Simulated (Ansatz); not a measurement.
## Work function of Al(110): what the settings cost and change

Aim: the work function of Al(110) against thickness and vacuum, with the cost.

Calculated with Ansatz 0.2.0; plane-wave DFT, PBE, Ansatz PAW.

**Measured values to reproduce.**

“Properties of real metallic surfaces: Effects of density functional semilocality and van der Waals nonlocality” (2017, arxiv:1702.08515) quotes from earlier work for Al (clean (110) face, a compiled value): work function (clean (110) face, a compiled value) 4.23 eV.

Report form: the programs' logs are mostly left out.

**1. Starting point**

The cell holds 1 atom: 1 Al. Cell: a = 4.050 Å, b = 2.864 Å, c = 18.000 Å, α = 90.0°, β = 90.0°, γ = 90.0°. Vacuum lies along c.

**2. Slab, setting 1 layer**

A work function rests on the faint tail of the density, so the SCF threshold is tight. The slab grows from one layer, at fixed mesh and 18 Å of vacuum; then the vacuum is varied on one slab.

input.yaml reads:

```yaml
crystal:
  lattice:
    - [4.05, 0.0, 0.0]
    - [0.0, 2.8637824638, 0.0]
    - [0.0, 0.0, 18.0]
  atoms:
    - { symbol: Al, position: [0.5, 0.5, 0.5] }
kpoints:
  mp_grid: { grid: [10, 14, 1] }
hamiltonian:
  xc: pbe
scf:
  occupations: { method: fermi_dirac, width: 0.1 }
  convergence: { dr2_threshold: 1.0e-09 }
efield:
  axis: 3
  dipole_correction: true
  ramp_position: 0.97
  ramp_width: 0.06
output:
  write_potential: true
  write_density: true
  volumetric_format: npy
  elf: true
```

Launch:

```bash
$ ansatz run input.yaml --threads 2 --pin off --max-ram 3072MiB --backend cpu --events-out ev --progress --plain --runs-dir out
```

Elapsed: 13 s, on 2 threads of Arm Neoverse N1, shared host; peak memory 0.43 GiB.

This step gave:

```yaml
energy_at_zero_smearing: -535.7550 eV
work_function_upper_face: 3.904 eV
```

Running mean over 1.432 Å of the planar mean; the ramp of the sawtooth is left out. Electron's electrostatic potential energy less the Fermi level against z:

| z (Å) | electron's electrostatic potential energy less the Fermi level (eV) |
| --- | --- |
| 2.88 | 3.90 |
| 3.17 | 3.90 |
| 3.60 | 3.90 |
| 3.89 | 3.90 |
| 4.18 | 3.90 |
| 4.46 | 3.90 |
| 4.90 | 3.90 |
| 5.18 | 3.89 |
| 5.47 | 3.89 |
| 5.90 | 3.86 |
| 6.19 | 3.82 |
| 6.48 | 3.75 |
| 6.91 | 3.52 |
| 7.20 | 3.19 |
| 7.49 | 2.56 |
| 7.78 | 1.51 |
| 8.21 | -0.408 |
| 8.50 | -1.59 |
| 8.78 | -2.50 |
| 9.22 | -2.50 |
| 9.50 | -1.59 |
| 9.79 | -0.408 |
| 10.22 | 1.51 |
| 10.51 | 2.56 |
| 10.80 | 3.19 |
| 11.09 | 3.52 |
| 11.52 | 3.75 |
| 11.81 | 3.82 |
| 12.10 | 3.86 |
| 12.53 | 3.89 |
| 12.82 | 3.89 |
| 13.10 | 3.90 |
| 13.54 | 3.90 |
| 13.82 | 3.90 |
| 14.11 | 3.90 |
| 14.40 | 3.90 |
| 14.83 | 3.90 |
| 15.12 | 3.90 |

ELF in the ca plane at fractional y = 0.500, with atoms of Al within 0.2 Å of it. It is the smooth field of the valence electrons, not physical close to the nuclei.

Values, 5 rows by 16 columns, each cell a mean:
```
0.00 0.00 0.00 0.00 0.00 0.03 0.17 0.49 0.53 0.22 0.04 0.01 0.00 0.00 0.00 0.00
0.00 0.00 0.00 0.00 0.01 0.05 0.40 0.71 0.69 0.51 0.08 0.01 0.00 0.00 0.00 0.00
0.00 0.00 0.00 0.00 0.01 0.06 0.49 0.61 0.58 0.59 0.09 0.01 0.00 0.00 0.00 0.00
0.00 0.00 0.00 0.00 0.01 0.04 0.35 0.74 0.74 0.45 0.07 0.01 0.00 0.00 0.00 0.00
0.00 0.00 0.00 0.00 0.00 0.02 0.13 0.38 0.41 0.17 0.03 0.01 0.00 0.00 0.00 0.00
```
Columns run along c (18.0 Å), rows up along a (4.0 Å). Atoms in or near the plane, at fractional coordinates: Al at (0.50, 0.50).

Electrostatic potential energy in the ca plane at fractional y = 0.500, with atoms of Al within 0.2 Å of it. With pseudopotentials it is smooth inside the atoms' cores, unlike the true potential.

Values in eV, 5 rows by 16 columns, each cell a mean:
```
  1   1   1   1   1   1   1  -1  -1   1   1   1   1   1   1   1
  1   1   1   1   1   1   0 -10 -11  -1   1   1   1   1   1   1
  1   1   1   1   1   1  -1 -12 -13  -2   1   1   1   1   1   1
  1   1   1   1   1   1   0  -8  -9  -1   1   1   1   1   1   1
  1   1   1   1   1   1   1   0   0   1   1   1   1   1   1   1
```
Columns run along c (18.0 Å; values clipped at the 3rd and 97th percentile), rows up along a (4.0 Å). Atoms in or near the plane, at fractional coordinates: Al at (0.50, 0.50).

Valence density in the ca plane at fractional y = 0.500, with atoms of Al within 0.2 Å of it. It is the smooth field of the valence electrons, not physical close to the nuclei.

Values in e/Å³, 5 rows by 16 columns, each cell a mean:
```
0.00 0.00 0.00 0.00 0.00 0.00 0.01 0.05 0.06 0.02 0.00 0.00 0.00 0.00 0.00 0.00
0.00 0.00 0.00 0.00 0.00 0.00 0.03 0.12 0.13 0.04 0.00 0.00 0.00 0.00 0.00 0.00
0.00 0.00 0.00 0.00 0.00 0.00 0.03 0.12 0.12 0.05 0.00 0.00 0.00 0.00 0.00 0.00
0.00 0.00 0.00 0.00 0.00 0.00 0.02 0.11 0.12 0.03 0.00 0.00 0.00 0.00 0.00 0.00
0.00 0.00 0.00 0.00 0.00 0.00 0.01 0.04 0.05 0.01 0.00 0.00 0.00 0.00 0.00 0.00
```
Columns run along c (18.0 Å), rows up along a (4.0 Å). Atoms in or near the plane, at fractional coordinates: Al at (0.50, 0.50).

The work function is 3.904 eV.

**3. Run, 2 atoms**

System of this step: Al(110). The cell holds 2 atoms: 2 Al. Cell: a = 4.050 Å, b = 2.864 Å, c = 19.432 Å, α = 90.0°, β = 90.0°, γ = 90.0°. Vacuum lies along c.

input.yaml, the sections that differ from step 2:

```yaml
crystal:
  lattice:
    - [4.05, 0.0, 0.0]
    - [0.0, 2.8637824638, 0.0]
    - [0.0, 0.0, 19.4318912319]
  atoms:
    - { symbol: Al, position: [0.5, 0.5, 0.4631561536] }
    - { symbol: Al, position: [0.0, 0.0, 0.5368438464] }
output:
  write_potential: true
  write_density: true
  volumetric_format: npy
# kpoints, hamiltonian, scf, efield: as in step 2
```

It took 16 s on 2 threads; peak memory 0.46 GiB; 26 s of CPU time.

The work function is 3.940 eV, +0.036 eV from the run “1 layer”, at 1.4 times its CPU time.

**4. Run, 3 atoms**

System of this step: Al(110). The cell holds 3 atoms: 3 Al. Its edges and angles: a = 4.050 Å, b = 2.864 Å, c = 20.864 Å, α = 90.0°, β = 90.0°, γ = 90.0°. Vacuum lies along c.

input.yaml, the sections that differ from step 3:

```yaml
crystal:
  lattice:
    - [4.05, 0.0, 0.0]
    - [0.0, 2.8637824638, 0.0]
    - [0.0, 0.0, 20.8637824638]
  atoms:
    - { symbol: Al, position: [0.0, 0.0, 0.4313695283] }
    - { symbol: Al, position: [0.5, 0.5, 0.5] }
    - { symbol: Al, position: [0.0, 0.0, 0.5686304717] }
# kpoints, hamiltonian, scf, efield, output: as in step 3
```

The job ended after 18 s (2 threads; peak memory 0.44 GiB).

The work function is 4.243 eV, +0.303 eV from the run “2 layers”, at 1.2 times its CPU time.

**5. Slab, 4 atoms**

System of this step: Al(110). The cell holds 4 atoms: 4 Al. Its edges and angles: a = 4.050 Å, b = 2.864 Å, c = 22.296 Å, α = 90.0°, β = 90.0°, γ = 90.0°. Vacuum lies along c.

input.yaml, the sections that differ from step 4:

```yaml
crystal:
  lattice:
    - [4.05, 0.0, 0.0]
    - [0.0, 2.8637824638, 0.0]
    - [0.0, 0.0, 22.2956736957]
  atoms:
    - { symbol: Al, position: [0.5, 0.5, 0.403665757] }
    - { symbol: Al, position: [0.0, 0.0, 0.4678885857] }
    - { symbol: Al, position: [0.5, 0.5, 0.5321114143] }
    - { symbol: Al, position: [0.0, 0.0, 0.596334243] }
# kpoints, hamiltonian, scf, efield, output: as in step 4
```

Wall time 24 s (2 threads); peak memory 0.47 GiB; 38 s of CPU time.

The work function is 4.116 eV, -0.127 eV from the run “3 layers”, at 1.2 times its CPU time.

**6. Run, 5 atoms**

System of this step: Al(110). The cell holds 5 atoms: 5 Al. Its edges and angles: a = 4.050 Å, b = 2.864 Å, c = 23.728 Å, α = 90.0°, β = 90.0°, γ = 90.0°. Vacuum lies along c.

input.yaml, the sections that differ from step 5:

```yaml
crystal:
  lattice:
    - [4.05, 0.0, 0.0]
    - [0.0, 2.8637824638, 0.0]
    - [0.0, 0.0, 23.7275649276]
  atoms:
    - { symbol: Al, position: [0.0, 0.0, 0.3793056737] }
    - { symbol: Al, position: [0.5, 0.5, 0.4396528368] }
    - { symbol: Al, position: [0.0, 0.0, 0.5] }
    - { symbol: Al, position: [0.5, 0.5, 0.5603471632] }
    - { symbol: Al, position: [0.0, 0.0, 0.6206943263] }
# kpoints, hamiltonian, scf, efield, output: as in step 5
```

Wall time 29 s (2 threads); peak memory 0.5 GiB; 46 s of CPU time.

The work function is 3.970 eV, -0.145 eV from the run “4 layers”, at 1.2 times its CPU time.

**7. Slab, 6 atoms**

System of this step: Al(110). The cell holds 6 atoms: 6 Al. Cell: a = 4.050 Å, b = 2.864 Å, c = 25.159 Å, α = 90.0°, β = 90.0°, γ = 90.0°. Vacuum lies along c.

input.yaml, the sections that differ from step 6:

```yaml
crystal:
  lattice:
    - [4.05, 0.0, 0.0]
    - [0.0, 2.8637824638, 0.0]
    - [0.0, 0.0, 25.1594561595]
  atoms:
    - { symbol: Al, position: [0.5, 0.5, 0.357718384] }
    - { symbol: Al, position: [0.0, 0.0, 0.4146310304] }
    - { symbol: Al, position: [0.5, 0.5, 0.4715436768] }
    - { symbol: Al, position: [0.0, 0.0, 0.5284563232] }
    - { symbol: Al, position: [0.5, 0.5, 0.5853689696] }
    - { symbol: Al, position: [0.0, 0.0, 0.642281616] }
# kpoints, hamiltonian, scf, efield, output: as in step 6
```

Wall time 37 s (2 threads); peak memory 0.55 GiB; 59 s of CPU time.

The work function is 3.988 eV, +0.018 eV from the run “5 layers”, at 1.3 times its CPU time.

**8. Run, 8 atoms**

System of this step: Al(110). The cell holds 8 atoms: 8 Al. Its edges and angles: a = 4.050 Å, b = 2.864 Å, c = 28.023 Å, α = 90.0°, β = 90.0°, γ = 90.0°. Vacuum lies along c.

input.yaml, the sections that differ from step 7:

```yaml
crystal:
  lattice:
    - [4.05, 0.0, 0.0]
    - [0.0, 2.8637824638, 0.0]
    - [0.0, 0.0, 28.0232386233]
  atoms:
    - { symbol: Al, position: [0.5, 0.5, 0.3211620227] }
    - { symbol: Al, position: [0.0, 0.0, 0.3722585877] }
    - { symbol: Al, position: [0.5, 0.5, 0.4233551526] }
    - { symbol: Al, position: [0.0, 0.0, 0.4744517175] }
    - { symbol: Al, position: [0.5, 0.5, 0.5255482825] }
    - { symbol: Al, position: [0.0, 0.0, 0.5766448474] }
    - { symbol: Al, position: [0.5, 0.5, 0.6277414123] }
    - { symbol: Al, position: [0.0, 0.0, 0.6788379773] }
# kpoints, hamiltonian, scf, efield, output: as in step 7
```

Wall time 48 s (2 threads); peak memory 0.65 GiB.

The work function is 4.119 eV, +0.132 eV from the run “6 layers”, at 1.4 times its CPU time.

**9. Run, 10 atoms**

System of this step: Al(110). The cell holds 10 atoms: 10 Al. Its edges and angles: a = 4.050 Å, b = 2.864 Å, c = 30.887 Å, α = 90.0°, β = 90.0°, γ = 90.0°. Vacuum lies along c.

input.yaml, the sections that differ from step 8:

```yaml
crystal:
  lattice:
    - [4.05, 0.0, 0.0]
    - [0.0, 2.8637824638, 0.0]
    - [0.0, 0.0, 30.8870210871]
  atoms:
    - { symbol: Al, position: [0.5, 0.5, 0.291384526] }
    - { symbol: Al, position: [0.0, 0.0, 0.3377435202] }
    - { symbol: Al, position: [0.5, 0.5, 0.3841025145] }
    - { symbol: Al, position: [0.0, 0.0, 0.4304615087] }
    - { symbol: Al, position: [0.5, 0.5, 0.4768205029] }
    - { symbol: Al, position: [0.0, 0.0, 0.5231794971] }
    - { symbol: Al, position: [0.5, 0.5, 0.5695384913] }
    - { symbol: Al, position: [0.0, 0.0, 0.6158974855] }
    - { symbol: Al, position: [0.5, 0.5, 0.6622564798] }
    - { symbol: Al, position: [0.0, 0.0, 0.708615474] }
# kpoints, hamiltonian, scf, efield, output: as in step 8
```

It took 69 s on 2 threads; peak memory 0.76 GiB.

The work function is 4.072 eV, -0.047 eV from the run “8 layers”, at 1.5 times its CPU time.

**10. Slab, 13 atoms**

System of this step: Al(110). The cell holds 13 atoms: 13 Al. Its edges and angles: a = 4.050 Å, b = 2.864 Å, c = 35.183 Å, α = 90.0°, β = 90.0°, γ = 90.0°. Vacuum lies along c.

input.yaml, the sections that differ from step 9:

```yaml
crystal:
  lattice:
    - [4.05, 0.0, 0.0]
    - [0.0, 2.8637824638, 0.0]
    - [0.0, 0.0, 35.1826947828]
  atoms:
    - { symbol: Al, position: [0.0, 0.0, 0.2558075797] }
    - { symbol: Al, position: [0.5, 0.5, 0.2965063164] }
    - { symbol: Al, position: [0.0, 0.0, 0.3372050531] }
    - { symbol: Al, position: [0.5, 0.5, 0.3779037899] }
    - { symbol: Al, position: [0.0, 0.0, 0.4186025266] }
    - { symbol: Al, position: [0.5, 0.5, 0.4593012633] }
    - { symbol: Al, position: [0.0, 0.0, 0.5] }
    - { symbol: Al, position: [0.5, 0.5, 0.5406987367] }
    - { symbol: Al, position: [0.0, 0.0, 0.5813974734] }
    - { symbol: Al, position: [0.5, 0.5, 0.6220962101] }
    - { symbol: Al, position: [0.0, 0.0, 0.6627949469] }
    - { symbol: Al, position: [0.5, 0.5, 0.7034936836] }
    - { symbol: Al, position: [0.0, 0.0, 0.7441924203] }
# kpoints, hamiltonian, scf, efield, output: as in step 9
```

The job ended after 99 s (2 threads; peak memory 0.96 GiB).

The work function is 4.096 eV, +0.023 eV from the run “10 layers”, at 1.5 times its CPU time.

**11. Run, 7 atoms**

System of this step: Al(110). The cell holds 7 atoms: 7 Al. Cell: a = 4.050 Å, b = 2.864 Å, c = 18.591 Å, α = 90.0°, β = 90.0°, γ = 90.0°. Vacuum lies along c.

input.yaml, the sections that differ from step 10:

```yaml
crystal:
  lattice:
    - [4.05, 0.0, 0.0]
    - [0.0, 2.8637824638, 0.0]
    - [0.0, 0.0, 18.5913473914]
  atoms:
    - { symbol: Al, position: [0.0, 0.0, 0.2689423147] }
    - { symbol: Al, position: [0.5, 0.5, 0.3459615431] }
    - { symbol: Al, position: [0.0, 0.0, 0.4229807716] }
    - { symbol: Al, position: [0.5, 0.5, 0.5] }
    - { symbol: Al, position: [0.0, 0.0, 0.5770192284] }
    - { symbol: Al, position: [0.5, 0.5, 0.6540384569] }
    - { symbol: Al, position: [0.0, 0.0, 0.7310576853] }
# kpoints, hamiltonian, scf, efield, output: as in step 10
```

The job ended after 28 s (2 threads; peak memory 0.48 GiB; 49 s of CPU time).

The work function is 4.029 eV. The program marks this work function as in doubt.

**12. Slab, 7 atoms**

The cell differs from the one that the last finished run ended in (c 18.591 → 22.591 Å).

input.yaml, the sections that differ from step 11:

```yaml
crystal:
  lattice:
    - [4.05, 0.0, 0.0]
    - [0.0, 2.8637824638, 0.0]
    - [0.0, 0.0, 22.5913473914]
  atoms:
    - { symbol: Al, position: [0.0, 0.0, 0.3098531433] }
    - { symbol: Al, position: [0.5, 0.5, 0.3732354288] }
    - { symbol: Al, position: [0.0, 0.0, 0.4366177144] }
    - { symbol: Al, position: [0.5, 0.5, 0.5] }
    - { symbol: Al, position: [0.0, 0.0, 0.5633822856] }
    - { symbol: Al, position: [0.5, 0.5, 0.6267645712] }
    - { symbol: Al, position: [0.0, 0.0, 0.6901468567] }
# kpoints, hamiltonian, scf, efield, output: as in step 11
```

Run time: 36 s. Hardware: 2 threads; peak memory 0.54 GiB; 58 s of CPU time.

The work function is 4.037 eV, +0.008 eV from the run “7 layers, 10 Å of vacuum”, at 1.2 times its CPU time.

**13. Run, 7 atoms (run 2)**

The cell differs from the one that the last finished run ended in (c 22.591 → 34.591 Å).

input.yaml, the sections that differ from step 12:

```yaml
crystal:
  lattice:
    - [4.05, 0.0, 0.0]
    - [0.0, 2.8637824638, 0.0]
    - [0.0, 0.0, 34.5913473914]
  atoms:
    - { symbol: Al, position: [0.0, 0.0, 0.3758165258] }
    - { symbol: Al, position: [0.5, 0.5, 0.4172110172] }
    - { symbol: Al, position: [0.0, 0.0, 0.4586055086] }
    - { symbol: Al, position: [0.5, 0.5, 0.5] }
    - { symbol: Al, position: [0.0, 0.0, 0.5413944914] }
    - { symbol: Al, position: [0.5, 0.5, 0.5827889828] }
    - { symbol: Al, position: [0.0, 0.0, 0.6241834742] }
# kpoints, hamiltonian, scf, efield, output: as in step 12
```

Elapsed: 56 s, on 2 threads; peak memory 0.71 GiB; 93 s of CPU time.

The work function is 4.037 eV, +0.000 eV from the run “7 layers, 14 Å of vacuum”, at 1.6 times its CPU time.

**14. Side by side**

Times are for 2 threads of Arm Neoverse N1, shared host. Results by setting:

| no. | setting | work function, upper face (eV) | time | memory (GiB) |
| --- | --- | --- | --- | --- |
| 1 | 1 layer | 3.904 | 13 s | 0.43 |
| 2 | 2 layers | 3.940 | 16 s | 0.46 |
| 3 | 3 layers | 4.243 | 18 s | 0.44 |
| 4 | 4 layers | 4.116 | 24 s | 0.47 |
| 5 | 5 layers | 3.970 | 29 s | 0.5 |
| 6 | 6 layers | 3.988 | 37 s | 0.55 |
| 7 | 8 layers | 4.119 | 48 s | 0.65 |
| 8 | 10 layers | 4.072 | 69 s | 0.76 |
| 9 | 13 layers | 4.096 | 99 s | 0.96 |
| 10 | 7 layers, 10 Å of vacuum | 4.029 | 28 s | 0.48 |
| 11 | 7 layers, 14 Å of vacuum | 4.037 | 36 s | 0.54 |
| 12 | 7 layers, 26 Å of vacuum | 4.037 | 56 s | 0.71 |

**15. A changed input**

System of this step: Al(110) monolayer. The cell holds 1 atom: 1 Al. Cell: a = 4.050 Å, b = 2.864 Å, c = 18.000 Å, α = 90.0°, β = 90.0°, γ = 90.0°. Vacuum lies along c.

An input spoilt on purpose, to show how the run answers: it repeats the earlier run “1 layer” with efield.amplitude to 0 and efield.dipole_correction from true to false, and scf.max_iter set to 50; its output block differs too.

input.yaml, the sections that differ from step 13:

```yaml
crystal:
  lattice:
    - [4.05, 0.0, 0.0]
    - [0.0, 2.8637824638, 0.0]
    - [0.0, 0.0, 18.0]
  atoms:
    - { symbol: Al, position: [0.5, 0.5, 0.5] }
scf:
  occupations: { method: fermi_dirac, width: 0.1 }
  convergence: { dr2_threshold: 1.0e-09 }
  max_iter: 50
efield:
  axis: 3
  dipole_correction: false
  ramp_position: 0.97
  ramp_width: 0.06
  amplitude: 0
# kpoints, hamiltonian, output: as in step 13
```

Elapsed: 0.04 s, on 2 threads; peak memory 0.06 GiB.

The program refused the input before any cycle.

The program's message: “Error: invalid value for `efield.amplitude`: is zero with dipole_correction: false — the section would apply nothing; set a non-zero amplitude, enable dipole_correction, or remove the block”

The fault put into the input: a field block that applies nothing.

**16. What came out**

```json
{
  "work function, 1 layer": "3.904 eV",
  "work function, 3 layers": "4.243 eV",
  "work function, 6 layers": "3.988 eV",
  "work function, 13 layers": "4.096 eV"
}
```

**Reading.** The thickest slab gives 4.10 eV, and the settings tried spread the value from 3.90 to 4.24 eV. At 18 Å of vacuum, the slabs from 8 layers on stay within 0.03 eV of the thickest. Beyond two layers the value swings up and down with thickness, as is usual where quantum-well states cross the Fermi level; the levels were not examined here. Going from 10 to 26 Å of vacuum moves it by 0.008 eV. The program marks the value as in doubt in “7 layers, 10 Å of vacuum”. The ladder's slabs use the tabulated experimental lattice constant (two decimals; a low-temperature value for the alkali metals). In 1 run of the series (7 layers, 10 Å of vacuum) the program warns that electrons reach the sawtooth's ramp, which makes dipole and work function less sure.

Comparison with the measured values:

```
                                               quantity  measured        13 layers
work function (clean (110) face, a compiled value) (eV)      4.23  4.10 (-0.13 eV)
```

Measured values from arxiv:1702.08515 (2017).

How well it matches: The work function is off by -0.13 eV: fair agreement. The grades are ours: good and fair within 3 and 7 % for the work function. No cell relaxation is part of this session.

[Logs are printed without paths, hosts, clocks, repeated set-up lines and the standing remarks that a program may print on its own settings, such as how far it seeks lower states.]

[Hosts, paths, dates, database ids (printed as entryN), source tags and the programs' standing remarks are cut or masked in the printed files.]

[Maps of the electrostatic potential energy from Ansatz leave out the sawtooth potential of an applied field or a dipole correction, so their vacuum need not be flat; planar profiles and work functions include it.]
